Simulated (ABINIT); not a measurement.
## CdF2 (Fm-3m): G0W0 with and without spin-orbit coupling

Is the spin-orbit change of the gap of CdF2 (Fm-3m) the same in DFT and in GW?

Main program and level: ABINIT 10.8.3; PBE and many-body steps on it, plane waves.

Most raw output is cut from this account.

## 1. The structure

It takes space group Fm-3m (No. 225, cubic). Conventional cell: a = 5.388 Å, b = 5.388 Å, c = 5.388 Å, α = 90.00°, β = 90.00°, γ = 90.00°. Nearest to Cd lie 8 F at 2.33 Å. Nearest to F lie 4 Cd at 2.33 Å. Farther neighbours and most contacts between anions are not listed.

The cell and positions come from the Crystallography Open Database and are kept as given unless a step says otherwise.

## 2. Empty states on the mesh, 4×4×4 mesh, 100 bands

This step: ABINIT 10.8.3; DFT, PBE, plane waves, norm-conserving pseudopotentials.

The sums over transitions need many empty states on a uniform mesh; this step solves for them.

run.abi

```
acell 3*1.0 Angstrom
rprim 
  0.000000000000 2.694000000000 2.694000000000
  2.694000000000 -0.000000000000 2.694000000000
  2.694000000000 2.694000000000 -0.000000000000
ntypat 2
znucl 48 9
natom 3
typat 1 2 2
xred 
  0.000000000000 0.000000000000 0.000000000000
  0.250000000000 0.250000000000 0.250000000000
  0.750000000000 0.750000000000 0.750000000000
pp_dirpath "pseudos"
pseudos "Cd.upf, F.upf"
ecut 47
ngkpt 4 4 4
nshiftk 1
shiftk 0 0 0
kptopt 1
chksymbreak 0
iscf -2
irdden 1
istwfk *1
nband 100
nbdbuf 8
tolwfr 1e-09
nstep 60
prtvol 0
indata_prefix "in"
outdata_prefix "out"
tmpdata_prefix "tmp"
```

Started as:

```sh
$ OMP_NUM_THREADS=1 mpirun -n 4 abinit run.abi > log
```

Elapsed: 31 s, on 4 MPI ranks of Arm Neoverse V1, shared host; peak memory 0.33 GiB.

Numbers from this step:

```yaml
gap: 3.124 eV
k_of_the_valence_top: -0.25, 0.5, 0.25
k_of_the_conduction_bottom: 0, 0, 0
least_direct_gap: 3.620 eV
k_points_computed: 8
lowest_point_of_the_top_converged_band_above_the_valence_top: 85.2242 eV
```

On this mesh the gap is 3.124 eV.

The density comes from a self-consistent run that is not shown.

## 3. Screening, 4×4×4 mesh, 92 bands, screening to 149.7 eV

The RPA dielectric matrix is built and inverted for each q.

This step: RPA screening on PBE, plane waves, norm-conserving pseudopotentials.

Changes to run.abi since step 2:

```diff
@@ -21,10 +21,11 @@
 chksymbreak 0
-iscf -2
-irdden 1
 istwfk *1
-nband 100
-nbdbuf 8
-tolwfr 1e-09
-nstep 60
-prtvol 0
+occopt 1
+irdwfk 1
+optdriver 3
+nband 92
+ecuteps 5.5
+inclvkb 0
+awtr 1
+symchi 1
 indata_prefix "in"
```

It took 28 s on 4 MPI ranks; peak memory 0.87 GiB.

Numbers from this step:

- ε∞ with local fields, on this mesh, along the program's q direction: 3.595
- the same without local fields: 3.779
- plasma frequency: 34.62 eV
- plane waves in the screening matrix: 169

Local fields lower ε∞ by 5 %. On a Γ-centred mesh this coarse the value itself is usually too large, while a short band sum pulls it down.

## 4. Scalar-relativistic

The self-energy is evaluated for the states that the input lists, and the levels follow from it, in one-shot runs by the linearised quasiparticle equation.

This step: G0W0 on PBE, plane waves, norm-conserving pseudopotentials.

Changes to run.abi since step 3:

```diff
@@ -24,8 +24,17 @@
 irdwfk 1
-optdriver 3
+optdriver 4
 nband 92
+gwcalctyp 0
+ecutsigx 47
+symsigma 1
+nkptgw 2
+kptgw 
+  -0.2500000000 0.5000000000 0.2500000000
+  0.0000000000 0.0000000000 0.0000000000
+bdgw 
+  16 19
+  15 21
 ecuteps 5.5
-inclvkb 0
-awtr 1
-symchi 1
+irdscr 1
+ppmodel 1
 indata_prefix "in"
```

Wall time 8 s (4 MPI ranks); peak memory 0.92 GiB; 32 s of CPU time.

Numbers from this step:

- G0W0 gap on the points computed: 5.086 eV
- starting gap on the mesh: 3.124 eV
- k of the valence top: -0.25, 0.5, 0.25
- k of the conduction bottom: 0, 0, 0
- Z at the valence top: 0.8
- Z at the conduction bottom: 0.871
- least direct G0W0 gap on the computed points: 5.84 eV

The gap on the mesh goes from 3.12 eV to 5.09 eV, a correction of +1.96 eV.

## 5. Empty states on the mesh, 4×4×4 mesh, 202 bands

This step: DFT, PBE with spin-orbit coupling, plane waves, norm-conserving pseudopotentials.

Changes to run.abi since step 4:

```diff
@@ -16,2 +16,3 @@
 ecut 47
+nspinor 2
 ngkpt 4 4 4
@@ -21,20 +22,10 @@
 chksymbreak 0
+iscf -2
+irdden 1
 istwfk *1
-occopt 1
-irdwfk 1
-optdriver 4
-nband 92
-gwcalctyp 0
-ecutsigx 47
-symsigma 1
-nkptgw 2
-kptgw 
-  -0.2500000000 0.5000000000 0.2500000000
-  0.0000000000 0.0000000000 0.0000000000
-bdgw 
-  16 19
-  15 21
-ecuteps 5.5
-irdscr 1
-ppmodel 1
+nband 202
+nbdbuf 18
+tolwfr 1e-09
+nstep 60
+prtvol 0
 indata_prefix "in"
```

Wall time 3.3 min (4 MPI ranks); peak memory 0.56 GiB; 13 min of CPU time.

Numbers from this step:

```
gap                                                           : 3.120 eV
k of the valence top                                          : -0.25, 0.5, 0.25
k of the conduction bottom                                    : 0, 0, 0
least direct gap                                              : 3.534 eV
k points computed                                             : 8
lowest point of the top converged band, above the valence top : 85.2138 eV
```

On this mesh the gap is 3.120 eV.

The density comes from a self-consistent run that is not shown, made with spin-orbit coupling and fully relativistic files.

## 6. Screening, 4×4×4 mesh, 184 bands, screening to 149.7 eV

This step: RPA screening on PBE with spin-orbit coupling, plane waves, norm-conserving pseudopotentials.

Changes to run.abi since step 5:

```diff
@@ -22,10 +22,11 @@
 chksymbreak 0
-iscf -2
-irdden 1
 istwfk *1
-nband 202
-nbdbuf 18
-tolwfr 1e-09
-nstep 60
-prtvol 0
+occopt 1
+irdwfk 1
+optdriver 3
+nband 184
+ecuteps 5.5
+inclvkb 0
+awtr 1
+symchi 1
 indata_prefix "in"
```

Wall time 4.4 min (4 MPI ranks); peak memory 2.5 GiB; 18 min of CPU time.

This step gave:

| Item | Value |
| --- | --- |
| ε∞ with local fields, on this mesh, along the program's q direction | 3.598 |
| the same without local fields | 3.781 |
| plasma frequency | 34.62 eV |
| plane waves in the screening matrix | 169 |

## 7. With spin-orbit coupling

This step: G0W0 on PBE with spin-orbit coupling, plane waves, norm-conserving pseudopotentials.

Changes to run.abi since step 6:

```diff
@@ -25,8 +25,17 @@
 irdwfk 1
-optdriver 3
+optdriver 4
 nband 184
+gwcalctyp 0
+ecutsigx 47
+symsigma 0
+nkptgw 2
+kptgw 
+  -0.2500000000 0.5000000000 0.2500000000
+  0.0000000000 0.0000000000 0.0000000000
+bdgw 
+  31 38
+  29 38
 ecuteps 5.5
-inclvkb 0
-awtr 1
-symchi 1
+irdscr 1
+ppmodel 1
 indata_prefix "in"
```

Elapsed: 3.8 min, on 4 MPI ranks; peak memory 1.9 GiB; 15 min of CPU time.

This step gave:

| Item | Value |
| --- | --- |
| G0W0 gap on the points computed | 5.081 eV |
| starting gap on the mesh | 3.120 eV |
| k of the valence top | -0.25, 0.5, 0.25 |
| k of the conduction bottom | 0, 0, 0 |
| Z at the valence top | 0.8 |
| Z at the conduction bottom | 0.871 |
| least direct G0W0 gap on the computed points | 5.766 eV |

Against G0W0 in ABINIT (4×4×4 mesh, 92 bands, screening to 149.7 eV, Godby-Needs plasmon pole), the gap moves by −0.005 eV.

## 8. Side by side

Times are wall times on 4 MPI ranks of Arm Neoverse V1, shared host, good to a factor of about two. A run's time includes the screening step that it read.

```
                     run   mesh  bands  screening cutoff (eV)  DFT gap (eV)  gap on the mesh (eV)  direct (eV)  ε∞ used     time
     scalar-relativistic  4×4×4     92                  149.7         3.124                 5.086        5.840     3.60     36 s
with spin-orbit coupling  4×4×4    184                  149.7         3.120                 5.081        5.766     3.60  8.2 min
```

## 9. What came out

```yaml
scalar_relativistic: 5.086 eV
with_spin_orbit_coupling: 5.081 eV
known_limits: not at the basis limit; screening head approximate; d shell near the gap, gap tends to lie low; no spin-orbit coupling in some runs; coarse k mesh
```

What this shows: With spin-orbit coupling: −0.005 eV against scalar-relativistic. Bands and cutoff are finite, so the gap is not at the basis limit. The miss can reach some tenths of an eV and take either sign; the mesh is an error of its own. In the first G0W0 run levels were corrected at 2 k points alone, so a gap called «on the mesh» is the least over those, and an edge elsewhere would be missed. The 4×4×4 mesh is coarse for this cell, which bears on the long-range parts of exchange and screening. The long-wavelength limit of the screening leaves out the non-local commutator, which shifts ε∞. A d shell, filled or nearly so, lies near the gap. One-shot GW converges very slowly in bands there, not always from below, and on a semilocal start the gap tends to come out low; starts rich in exact exchange can overshoot instead.

[Paths, hosts, dates, memory and timing lines, banners, echoed tables and standing remarks are left out of the program output.]

[Logs are printed without paths, hosts, clocks, repeated set-up lines and the standing remarks that a program may print on its own settings, such as how far it seeks lower states.]

[Runs of the session that timed out or met a known fault of the program may be left out.]

[No measured gap is set beside runs whose start may be inverted or whose files or cutoffs have a known fault.]

[Hosts, paths, dates, database ids (printed as entryN), source tags and the programs' standing remarks are cut or masked in the printed files.]

[G0W0 gaps are taken among the corrected bands and points alone; a level outside them can change the order at an edge.]

[Where Ansatz stands beside ABINIT at settings called matched, ABINIT's density can come from a denser mesh and the files from another edition; pairs whose starting gaps differed by over 0.03 eV were left out, so agreement reads better than it is.]
